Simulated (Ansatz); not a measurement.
## A hypothetical structure for LuCo3Os2

Starting from a made-up structure for LuCo3Os2, the aim is the relaxed cell, its shortest contacts and, where a second run follows, its electronic structure.

Program: Ansatz 0.2.0. Level of theory: DFT, PBEsol, plane-wave PAW, files of the set soft_1, scalar-relativistic, ferromagnetic start, cell and ions relaxed at zero pressure; PAW set soft_1. Results are calculated unless marked as measured.

### Step 1. Set-up

It takes space group P6/mmm (No. 191, hexagonal). Conventional cell: a = 5.062 Å, b = 5.062 Å, c = 3.921 Å, α = 90.00°, β = 90.00°, γ = 120.00°. Nearest to Os lie 6 Co at 2.45 Å and 3 Os at 2.92 Å and 3 Lu at 2.92 Å. Nearest to Lu lie 6 Os at 2.92 Å and 12 Co at 3.20 Å. Co has 4 Os at 2.45 Å and 4 Co at 2.53 Å and 4 Lu at 3.20 Å nearest. Farther neighbours are not listed.

### Step 2. Relaxing cell and atoms

The guess takes its coordinates from another compound and its volume from a rule, so the cell and any free coordinates are relaxed together.

File input.yaml:

```yaml
crystal:
  lattice:
    - [5.062, 0.0, 0.0]
    - [-2.531, 4.383820594, 0.0]
    - [0.0, 0.0, 3.921]
  atoms:
    - { symbol: Os, position: [0.666666667, 0.333333333, 0.0], spin: 1.0 }
    - { symbol: Os, position: [0.333333333, 0.666666667, 0.0], spin: 1.0 }
    - { symbol: Lu, position: [0.0, 0.0, 0.0] }
    - { symbol: Co, position: [0.0, 0.5, 0.5], spin: 2.0 }
    - { symbol: Co, position: [0.5, 0.5, 0.5], spin: 2.0 }
    - { symbol: Co, position: [0.5, 0.0, 0.5], spin: 2.0 }
magnetization:
  spin_polarized: true
kpoints:
  mp_grid: { grid: [6, 6, 7] }
scf:
  occupations: { method: fermi_dirac, width: 0.05 }
hamiltonian:
  xc: pbesol
  pseudopotentials: { kind: paw, azcp: { folder: soft_1 }, xc_functional: pbe }
relax:
  f_tol: 0.015
  max_steps: 70
  cell: {}
output:
  forces: true
  stress: true
```

Started as:

```
> ansatz run input.yaml --threads 4 --pin off --max-ram 10240MiB --backend cpu --events-out ev --progress --plain --runs-dir out
```

Numbers of over 12 decimals in the logs are rounded to 6 here.

What it wrote:

```text
Engine: ansatz 0.2.0, aarch64-unknown-linux-gnu
Pseudopotentials: kind: paw
Pseudopotential: Os, paw, valence charge 16, recommended cutoff 420 eV (normal), soft_1/Os.paw.azcp
Pseudopotential: Lu, paw, valence charge 25, recommended cutoff 420 eV (normal), soft_1/Lu.paw.azcp
Pseudopotential: Co, paw, valence charge 17, recommended cutoff 420 eV (normal), soft_1/Co.paw.azcp
Functional definition: PBEsol
  exchange = pbesol_x
  correlation = pbesol_c
Crystal: 6 atoms, lattice volume = 87.011 Å³
Basis set: ecut = 420 eV, 1711 PW (Γ), exchange–correlation on 72×72×54 points (8 copies of the dense FFT grid, shifted against one another)
Bands: 70, of which v1, the nominal top of the filled ones, is band 54 counted from 1 (53 counted from 0)
Symmetry: 24 space group operations
Space group: P6/mmm (ITA 191), of the structure as read, at distance tolerance 4.4e-5 Å
Magnetic group: BNS 191.233 (UNI 1463), of the structure as read, at distance tolerance 4.4e-5 Å
k-points: 28 of 252
Non-local potential: Os, projectors of the file, l = 0: 3, l = 1: 2, l = 2: 2, l = 3: 1
Non-local potential: Lu, projectors of the file, l = 0: 3, l = 1: 2, l = 2: 2, l = 3: 3
Non-local potential: Co, projectors of the file, l = 0: 3, l = 1: 2, l = 2: 3, l = 3: 1
PAW form: soft (Blöchl's): semilocal exchange-correlation on the pseudo side does not see the compensation charge
PAW frozen core: Os, regenerated for the run's functional, and the local potential with it (the file was generated under x = pbe(κ = 0.804, μ = 0.219515), c = pbe(β = 0.066725))
PAW frozen core: Lu, regenerated for the run's functional, and the local potential with it (the file was generated under x = pbe(κ = 0.804, μ = 0.219515), c = pbe(β = 0.066725))
PAW frozen core: Co, regenerated for the run's functional, and the local potential with it (the file was generated under x = pbe(κ = 0.804, μ = 0.219515), c = pbe(β = 0.066725))
PAW one-centre angular grid: Os, 590 points (default); XC on 64 Gauss nodes
PAW one-centre angular grid: Lu, 590 points (default); XC on 64 Gauss nodes
PAW one-centre angular grid: Co, 590 points (default); XC on 64 Gauss nodes
Initial density: superposition of atomic densities (chi_scale 0.1, normalization cell, long waves kept (reshape's long-wave potential 0.00 eV rms))
Starting moments: Σ|m| = 8 μB on 5 of 6 sites
Initial wavefunctions: pseudopotential atomic-orbital guess
Functional: x = pbesol(κ = 0.804, μ = 0.123457), c = pbesol(β = 0.046)
SCF iter   1: F=—  HF=-52399.667622 eV  |F-HF|=—  |Δ(HF+E_count)|=         —  Δρ=8.95e-2 (↑8.81e-2 ↓8.95e-2)  dr2=2.54e1  dr2_m=2.22e-1  M=6.717 μB ∫|m|=7.047 μB  β_m=0.30  ethr=3.10e-3  ⟨swp⟩=5.3  Hψ=16029  notcnv=0  defer=7
Mixer restart at iter 1: flushing history
preconditioner: auto → Kerker (q_TF=auto, 2.828 Å⁻¹)  [metal: Δε(μ)=0.006 eV  Ē_g=10.293 eV  σ=0.050 eV  W_gap=0.03  n_scr=26 (ndim 8)  ℏωp=32.3 eV  f_vac=0.000  D(μ)=6.90/eV (n_scr^D=70)]
spin=Collinear: Kerker preconditioning applied to the charge; magnetization (m = ρ↑ − ρ↓) channel mixes plain (no charge-response kernel on spin).
SCF iter   2: F=—  HF=-52392.455123 eV  |F-HF|=—  |Δ(HF+E_count)|=    7.21e0  Δρ=2.81e-2 (↑2.81e-2 ↓2.64e-2)  dr2=2.74e0  dr2_m=1.01e-1  M=6.625 μB ∫|m|=6.981 μB  β_m=0.32  ethr=3.10e-3  ⟨swp⟩=3.8  Hψ=9444  notcnv=0  defer=290
SCF iter   3: F=—  HF=-52392.615606 eV  |F-HF|=—  |Δ(HF+E_count)|=   1.60e-1  Δρ=1.94e-2 (↑1.84e-2 ↓1.94e-2)  dr2=9.83e-1  dr2_m=4.41e-2  M=6.381 μB ∫|m|=6.781 μB  β_m=0.55  ethr=2.53e-3  ⟨swp⟩=2.8  Hψ=6256  notcnv=0  defer=268
SCF iter   4: F=—  HF=-52394.164931 eV  |F-HF|=—  |Δ(HF+E_count)|=    1.55e0  Δρ=2.46e-2 (↑7.86e-3 ↓2.46e-2)  dr2=7.13e-1  dr2_m=7.75e-2  M=5.904 μB ∫|m|=6.360 μB  β_m=0.77  ethr=9.10e-4  ⟨swp⟩=3.5  Hψ=8164  notcnv=0  defer=268
SCF iter   5: F=—  HF=-52395.096902 eV  |F-HF|=—  |Δ(HF+E_count)|=   9.32e-1  Δρ=2.73e-2 (↑1.12e-2 ↓2.73e-2)  dr2=9.85e-1  dr2_m=7.19e-2  M=5.432 μB ∫|m|=5.903 μB  β_m=0.29  ethr=6.60e-4  ⟨swp⟩=4.3  Hψ=10476  notcnv=0  defer=262
SCF iter   6: F=—  HF=-52394.884836 eV  |F-HF|=—  |Δ(HF+E_count)|=   2.12e-1  Δρ=9.48e-3 (↑9.48e-3 ↓7.37e-3)  dr2=8.15e-2  dr2_m=4.22e-2  M=5.311 μB ∫|m|=5.753 μB  β_m=0.79  ethr=6.60e-4  ⟨swp⟩=3.0  Hψ=9344  notcnv=0  defer=259
SCF iter   7: F=—  HF=-52394.923495 eV  |F-HF|=—  |Δ(HF+E_count)|=         —  Δρ=1.80e-2 (↑1.80e-2 ↓1.36e-2)  dr2=2.10e-2  dr2_m=1.95e-1  M=4.674 μB ∫|m|=5.085 μB  β_m=0.79  ethr=7.54e-5  ⟨swp⟩=2.7  Hψ=8016  notcnv=0  defer=259
Mixer restart at iter 7: flushing history
SCF iter   8: F=—  HF=-52394.910529 eV  |F-HF|=—  |Δ(HF+E_count)|=   1.30e-2  Δρ=7.82e-3 (↑5.39e-3 ↓7.82e-3)  dr2=1.17e-2  dr2_m=3.40e-2  M=4.566 μB ∫|m|=4.955 μB  β_m=0.90  ethr=1.94e-5  ⟨swp⟩=2.6  Hψ=7880  notcnv=0  defer=259
SCF iter   9: F=—  HF=-52394.924097 eV  |F-HF|=—  |Δ(HF+E_count)|=   1.36e-2  Δρ=7.66e-3 (↑7.66e-3 ↓5.37e-3)  dr2=9.13e-2  dr2_m=1.12e-3  M=4.522 μB ∫|m|=4.887 μB  β_m=0.62  ethr=1.08e-5  ⟨swp⟩=3.1  Hψ=10072  notcnv=0  defer=259
SCF iter  10: F=—  HF=-52394.906401 eV  |F-HF|=—  |Δ(HF+E_count)|=   1.77e-2  Δρ=3.90e-4 (↑3.27e-4 ↓3.90e-4)  dr2=5.97e-4  dr2_m=4.12e-5  M=4.493 μB ∫|m|=4.859 μB  β_m=0.81  ethr=1.08e-5  ⟨swp⟩=3.0  Hψ=9990  notcnv=0  defer=258
SCF iter  11: F=—  HF=-52394.906300 eV  |F-HF|=—  |Δ(HF+E_count)|=   1.01e-4  Δρ=1.64e-4 (↑1.64e-4 ↓1.01e-4)  dr2=8.22e-5  dr2_m=1.77e-6  M=4.486 μB ∫|m|=4.848 μB  β_m=0.78  ethr=5.53e-7  ⟨swp⟩=2.2  Hψ=6949  notcnv=0  defer=258
SCF iter  12: F=—  HF=-52394.906317 eV  |F-HF|=—  |Δ(HF+E_count)|=   1.68e-5  Δρ=1.23e-4 (↑1.23e-4 ↓1.17e-4)  dr2=5.44e-5  dr2_m=3.59e-7  M=4.486 μB ∫|m|=4.847 μB  β_m=0.61  ethr=7.61e-8  ⟨swp⟩=3.1  Hψ=7191  notcnv=0  defer=258
SCF iter  13: F=—  HF=-52394.906287 eV  |F-HF|=—  |Δ(HF+E_count)|=   2.97e-5  Δρ=5.11e-5 (↑5.11e-5 ↓3.98e-5)  dr2=1.34e-5  dr2_m=1.09e-7  M=4.486 μB ∫|m|=4.847 μB  β_m=0.81  ethr=5.04e-8  ⟨swp⟩=3.0  Hψ=6505  notcnv=0  defer=258
SCF iter  14: F=—  HF=-52394.906287 eV  |F-HF|=—  |Δ(HF+E_count)|=   1.60e-7  Δρ=4.43e-5 (↑1.73e-5 ↓4.43e-5)  dr2=1.95e-6  dr2_m=5.13e-7  M=4.486 μB ∫|m|=4.848 μB  β_m=0.90  ethr=1.24e-8  ⟨swp⟩=2.0  Hψ=6532  notcnv=0  defer=258
SCF iter  15: F=—  HF=-52394.906287 eV  |F-HF|=—  |Δ(HF+E_count)|=   2.51e-8  Δρ=3.30e-5 (↑1.61e-5 ↓3.30e-5)  dr2=1.81e-6  dr2_m=7.54e-8  M=4.487 μB ∫|m|=4.848 μB  β_m=0.93  ethr=1.81e-9  ⟨swp⟩=2.0  Hψ=6174  notcnv=0  defer=258
SCF iter  16: F=—  HF=-52394.906287 eV  |F-HF|=—  |Δ(HF+E_count)|=   2.50e-7  Δρ=4.01e-6 (↑2.12e-6 ↓4.01e-6)  dr2=2.46e-8  dr2_m=1.44e-9  M=4.487 μB ∫|m|=4.848 μB  β_m=0.97  ethr=1.68e-9  ⟨swp⟩=2.2  Hψ=5808  notcnv=0  defer=258
[...]
relax step   6: F+E_penalty+E_count = -52395.30532314 eV  Δ(F+E_penalty+E_count) = -2.420e-5 eV  max|allowed force component| = 3.130e-16 eV/Å  Δτ_max = 0.0000 Å  P = -0.000 GPa  Ω = 85.204 Å³  energy of the carried Pulay correction = +7.890e-4 eV  (10 SCF iters, dr2 threshold 1.34e-8 eV, accepted)
Basis set: ecut = 420 eV, 1651 PW (Γ), exchange–correlation on 72×72×60 points (8 copies of the dense FFT grid, shifted against one another)
Initial wavefunctions: pseudopotential atomic-orbital guess (no wavefunctions were taken with the density)
iter 1 solved again at ethr=2.94e-8 eV; its pass at ethr=3.10e-3 eV (dr2=3.17e-5 eV) is discarded
SCF iter   1: F=—  HF=-52395.305091 eV  |F-HF|=—  |Δ(HF+E_count)|=         —  Δρ=2.20e-4 (↑1.96e-4 ↓2.20e-4)  dr2=1.93e-5  dr2_m=2.99e-6  M=3.881 μB ∫|m|=4.340 μB  β_m=0.65  ethr=2.94e-8  ⟨swp⟩=5.4  Hψ=34500  notcnv=0
preconditioner: auto → Kerker (q_TF=auto, 2.317 Å⁻¹)  [metal: Δε(μ)=0.007 eV  Ē_g=9.674 eV  σ=0.050 eV  W_gap=0.04  n_scr=20 (ndim 8)  ℏωp=32.7 eV  f_vac=0.002  D(μ)=8.75/eV (n_scr^D=130)]
spin=Collinear: Kerker preconditioning applied to the charge; magnetization (m = ρ↑ − ρ↓) channel mixes plain (no charge-response kernel on spin).
SCF iter   2: F=—  HF=-52395.305127 eV  |F-HF|=—  |Δ(HF+E_count)|=   3.64e-5  Δρ=8.26e-5 (↑7.81e-5 ↓8.26e-5)  dr2=1.45e-6  dr2_m=1.40e-6  M=3.882 μB ∫|m|=4.341 μB  β_m=0.65  ethr=1.79e-8  ⟨swp⟩=1.8  Hψ=5318  notcnv=0
SCF iter   3: F=—  HF=-52395.305135 eV  |F-HF|=—  |Δ(HF+E_count)|=   7.51e-6  Δρ=1.23e-5 (↑1.23e-5 ↓1.20e-5)  dr2=1.22e-7  dr2_m=3.76e-8  M=3.882 μB ∫|m|=4.341 μB  β_m=0.60  ethr=1.34e-9  ⟨swp⟩=3.0  Hψ=8653  notcnv=0
SCF iter   4: F=—  HF=-52395.305135 eV  |F-HF|=—  |Δ(HF+E_count)|=   3.98e-7  Δρ=2.07e-5 (↑1.13e-5 ↓2.07e-5)  dr2=5.87e-7  dr2_m=3.09e-8  M=3.882 μB ∫|m|=4.341 μB  β_m=0.60  ethr=1.13e-10  ⟨swp⟩=3.0  Hψ=9649  notcnv=0
SCF iter   5: F=—  HF=-52395.305135 eV  |F-HF|=—  |Δ(HF+E_count)|=   4.37e-7  Δρ=1.93e-5 (↑8.50e-6 ↓1.93e-5)  dr2=2.49e-7  dr2_m=7.56e-8  M=3.882 μB ∫|m|=4.340 μB  β_m=0.80  ethr=1.13e-10  ⟨swp⟩=3.2  Hψ=7587  notcnv=0
SCF iter   6: F=—  HF=-52395.305136 eV  |F-HF|=—  |Δ(HF+E_count)|=   8.47e-7  Δρ=1.66e-5 (↑1.66e-5 ↓1.58e-5)  dr2=1.06e-7  dr2_m=1.75e-7  M=3.881 μB ∫|m|=4.340 μB  β_m=0.90  ethr=1.13e-10  ⟨swp⟩=2.9  Hψ=8334  notcnv=0
SCF iter   7: F=—  HF=-52395.305137 eV  |F-HF|=—  |Δ(HF+E_count)|=   4.18e-7  Δρ=6.33e-6 (↑1.64e-6 ↓6.33e-6)  dr2=2.20e-8  dr2_m=9.20e-9  M=3.880 μB ∫|m|=4.339 μB  β_m=0.90  ethr=9.77e-11  ⟨swp⟩=3.0  Hψ=8047  notcnv=0
SCF iter   8: F=—  HF=-52395.305137 eV  |F-HF|=—  |Δ(HF+E_count)|=   6.70e-9  Δρ=1.09e-6 (↑1.09e-6 ↓8.51e-7)  dr2=3.12e-9  dr2_m=1.22e-10  M=3.880 μB ∫|m|=4.338 μB  β_m=0.95  ethr=2.04e-11  ⟨swp⟩=3.0  Hψ=8376  notcnv=0
SCF iter   9: F=—  HF=-52395.305133 eV  |F-HF|=—  |Δ(HF+E_count)|=   3.90e-6  Δρ=1.90e-6 (↑4.35e-7 ↓1.90e-6)  dr2=4.67e-9  dr2_m=4.67e-10  M=3.880 μB ∫|m|=4.338 μB  β_m=0.95  ethr=2.89e-12  ⟨swp⟩=2.7  Hψ=7263  notcnv=0
SCF iter  10: F=—  HF=-52395.305133 eV  |F-HF|=—  |Δ(HF+E_count)|=   4.22e-9  Δρ=8.34e-7 (↑2.68e-7 ↓8.34e-7)  dr2=1.10e-9  dr2_m=6.96e-11  M=3.880 μB ∫|m|=4.339 μB  β_m=0.98  ethr=2.89e-12  ⟨swp⟩=2.0  Hψ=6359  notcnv=0
SCF iter  11: F=—  HF=-52395.305133 eV  |F-HF|=—  |Δ(HF+E_count)|=  4.58e-10  Δρ=3.17e-7 (↑8.88e-8 ↓3.17e-7)  dr2=1.43e-10  dr2_m=1.13e-11  M=3.880 μB ∫|m|=4.339 μB  β_m=0.98  ethr=1.02e-12  ⟨swp⟩=2.3  Hψ=6751  notcnv=0
SCF iter  12: F=—  HF=-52395.305133 eV  |F-HF|=—  |Δ(HF+E_count)|=  8.00e-11  Δρ=2.20e-8 (↑2.20e-8 ↓1.83e-8)  dr2=1.08e-12  dr2_m=2.20e-14  M=3.880 μB ∫|m|=4.339 μB  β_m=0.99  ethr=1.00e-12  ⟨swp⟩=2.0  Hψ=5791  notcnv=0
SCF iter  13: F=-52395.305133 eV  HF=-52395.305133 eV  |F-HF|=5.82e-11  |Δ(HF+E_count)|=    0.00e0  Δρ=1.67e-7 (↑6.06e-8 ↓1.67e-7)  dr2=5.54e-11  dr2_m=3.36e-12  M=3.880 μB ∫|m|=4.339 μB  ethr=1.00e-12  ⟨swp⟩=4.6  Hψ=17238  notcnv=0
SCF 7 converged in 13 iterations: F = -52395.305133 eV  dr2 = 5.54e-11
relax step   7: F+E_penalty+E_count = -52395.30513278 eV  Δ(F+E_penalty+E_count) = +1.904e-4 eV  max|allowed force component| = 2.220e-16 eV/Å  Δτ_max = 0.0000 Å  P = +0.005 GPa  Ω = 85.204 Å³  stress off target by 3.82e-2 GPa  SCF on the basis re-selected at this cell (its energy is not comparable with the rows above)  (13 SCF iters)
basis re-selected at this cell: Δ(F+E_penalty+E_count) = +1.904e-4 eV, ΔP = +0.006 GPa vs the last step (what re-selecting the basis moved, of the pressure what is left beyond the Pulay correction that the steps carried, after the strain that the cell walked since its last selection, with what the two solves' SCF thresholds leave and, on support functions, any second-order correction that the steps lacked; it is no measure of the basis error at this ecutwfc). The dense FFT grid was sized anew with the basis: this SCF ran on 36×36×30 points, the steps before it on 36×36×27, so part of this shift can come from that change (see relax.cell in the input reference). [rest of the remark cut]
SCF converged after 13 iterations
Magnetization: 3.8801 μB (55.9400 up, 52.0600 down)
Absolute magnetization: 4.3450 μB (∫|ρ↑−ρ↓|, with the PAW one-centre terms)
Spin contamination: 0.1303 ħ² per cell (⟨S²⟩ above its minimum at these occupations)
Per-site moments (μB) at R_I (Å): [(0.255462, 1.034541), (0.255462, 1.034541), (-0.041987, 1.158832), (1.175321, 1.003578), (1.175321, 1.003578), (1.175321, 1.003578)]
Free energy (F): -52395.305133 eV
Harris-Foulkes:  -52395.305133 eV  (|F-HF|=5.82e-11)
Internal energy: -52395.234100 eV  (E = F + TS)
E sigma→0 (E₀):  -52395.269617 eV
Entropy (-TS):   -0.071032 eV (-11.839 meV/atom)
Fermi energy:    20.042911 eV
--- Per-component energies (eV) ---
  E_band       = -799.757994
  E_kinetic    = 2285.229128
  E_local      = -16813.908360  (includes V_loc(G=0)·N_el)
  E_nonlocal   = 2390.646163
  E_hartree    = 7162.146690
  E_xc         = -949.325970
  E_vxc        = -1103.099981  (∫ρ·V_xc dr)
  E_paw        = -29742.961462  (= ΣΔE_a)
  E_vpaw       = -1882.918914  (= ΣTr[D̂ρ^β])
  E_aug_tail   = 0.000991  (compensation charges beyond the density's cutoff)
  E_ewald      = -16729.314419
  E_core_change = 2.253139  (= ΣΔE_core)
  E_smearing   = -0.071032  (= −TS)
  E_closure    = -0.000000  (closes the sum)
  Σ components = -52395.305133   (vs F -52395.305133, Δ=0.00e0)
--- Forces (eV/Å), atoms counted from 1 ---
  atom   1  Os    -0.00000000     0.00000000     0.00000000
  atom   2  Os     0.00000000    -0.00000000    -0.00000000
  atom   3  Lu     0.00000000    -0.00000000     0.00000000
  atom   4  Co    -0.00000000     0.00000000     0.00000000
  atom   5  Co    -0.00000000     0.00000000     0.00000000
  atom   6  Co    -0.00000000     0.00000000     0.00000000
  max |Σ_I F_I| component: 9.25e-18 eV/Å
--- Stress (GPa, compression-positive) ---
       -0.010906      -0.000000       0.000000
       -0.000000      -0.010906      -0.000000
        0.000000      -0.000000       0.038216
  P = ⅓ Tr σ = 0.0055 GPa (0.055 kbar)
--- Relaxed structure (6 steps of the walk, 6 accepted, 1 SCFs on fresh bases) ---
  F+E_penalty+E_count = -52395.30513278 eV   max|allowed force component| = 2.220e-16 eV/Å   (the final SCF, on the basis selected at the relaxed cell)
  cell:  # Å, volume = 85.2045 Å³
    - [4.865831, 0, -1.9706587073082055e-18]
    - [-2.432915, 4.213933, 9.853293536541057e-19]
    - [-1.5264624242033641e-18, 0, 4.155447]
  atoms:
    - { symbol: Os, position: [0.666667, 0.333333, 0] }
    - { symbol: Os, position: [0.333333, 0.666667, 0] }
    - { symbol: Lu, position: [0, 0, 0.0] }
    - { symbol: Co, position: [2.791243089409829e-17, 0.5, 0.500000] }
    - { symbol: Co, position: [0.5, 0.5, 0.500000] }
    - { symbol: Co, position: [0.500000, 0, 0.500000] }
```

The job ended after 69 s (4 threads of Arm Neoverse V1, shared host; peak memory 0.66 GiB; 4.4 min of CPU time).

Relaxation path:

```csv
step,energy less that of the first step (eV),largest force component (eV/Å),pressure (GPa),volume (Å³)
1,0.0000,0.0000,-0.74,87.01
2,-0.3672,0.0000,1.55,84.71
3,-0.3940,0.0000,-0.83,85.52
4,-0.3990,0.0000,0.06,85.18
5,-0.3990,0.0000,-0.06,85.23
6,-0.3990,0.0000,0.00,85.20
7*,-0.3988,0.0000,0.01,85.20
```

Relaxation steps marked * repeat the geometry before them on a plane-wave basis chosen anew for their cell, so energy and pressure can jump there.

The run keeps the 24 symmetry operations that it works with, so distortions that break them were not tested.

```csv
"conventional cell, symmetrised",before,after,change
a (Å),5.062,4.866,-3.9 %
b (Å),5.062,4.866,-3.9 %
c (Å),3.921,4.155,+6.0 %
volume (Å³/atom),14.50,14.20,-2.1 %
```

The relaxed structure:

```xyz
6
Lattice="4.8658 0.0000 0.0000 -2.4329 4.2139 0.0000 0.0000 0.0000 4.1554" Properties=species:S:1:pos:R:3 pbc="T T T"
Os    2.4329    1.4046    0.0000
Os    0.0000    2.8093    0.0000
Lu    0.0000    0.0000    0.0000
Co   -1.2165    2.1070    2.0777
Co    1.2165    2.1070    2.0777
Co    2.4329    0.0000    2.0777
```

Numbers from this step:

```yaml
free_energy: -52395.3051 eV
energy_at_zero_smearing: -52395.2696 eV
smearing_term_ts: 0.07103 eV
fermi_energy: 20.04 eV
magnetization: 3.880 μB
absolute_magnetization: 4.345 μB
site_moments: 0.2555, 0.2555, -0.04199, 1.175, 1.175, 1.175 μB
electrons: 108
symmetry_operations: 24
pressure: 0.005468 GPa
```

Site moment by atom:

```
atom  site moment (μB)
 Os1              0.26
 Os2              0.26
 Lu3             -0.04
 Co4              1.18
 Co5              1.18
 Co6              1.18
```

The shortest distance of each pair, which need not be the same contact before and after:

```csv
pair,guess (Å),relaxed (Å)
Co–Co,2.531,2.433
Co–Os,2.445,2.508
Lu–Os,2.923,2.809
Os–Os,2.923,2.809
Co–Lu,3.201,3.199
```

The relaxation ends with a pressure of 0.01 GPa.

### Step 3. What came out

```yaml
space_group_relaxed: P6/mmm
conventional_cell: a = 4.866, b = 4.866, c = 4.155 Å; α = 90.0°, β = 90.0°, γ = 120.0°
volume_per_atom: 14.20 Å³ (guess 14.50)
total_moment: 3.88 μB in the cell of 6 atoms
```

In words: LuCo3Os2 relaxes to P6/mmm with a = 4.866, b = 4.866 and c = 4.155 Å. The guessed volume was 2 % too large. The space group P6/mmm was held in the relaxation, so the end point is a stationary structure within it and may be a saddle against distortions or other arrangements. The input starts from parallel moments, and no other start was typed. Mesh and cutoff weren't tested. Spin-orbit coupling is left out, which can matter for elements this heavy. No dispersion term is used, so weakly bound directions may come out too long. Nothing here tests whether the compound is stable against decomposition.

[Logs are printed without paths, hosts, clocks, repeated set-up lines and the standing remarks that a program may print on its own settings, such as how far it seeks lower states.]

[Hosts, paths, dates, database ids (printed as entryN), source tags and the programs' standing remarks are cut or masked in the printed files.]
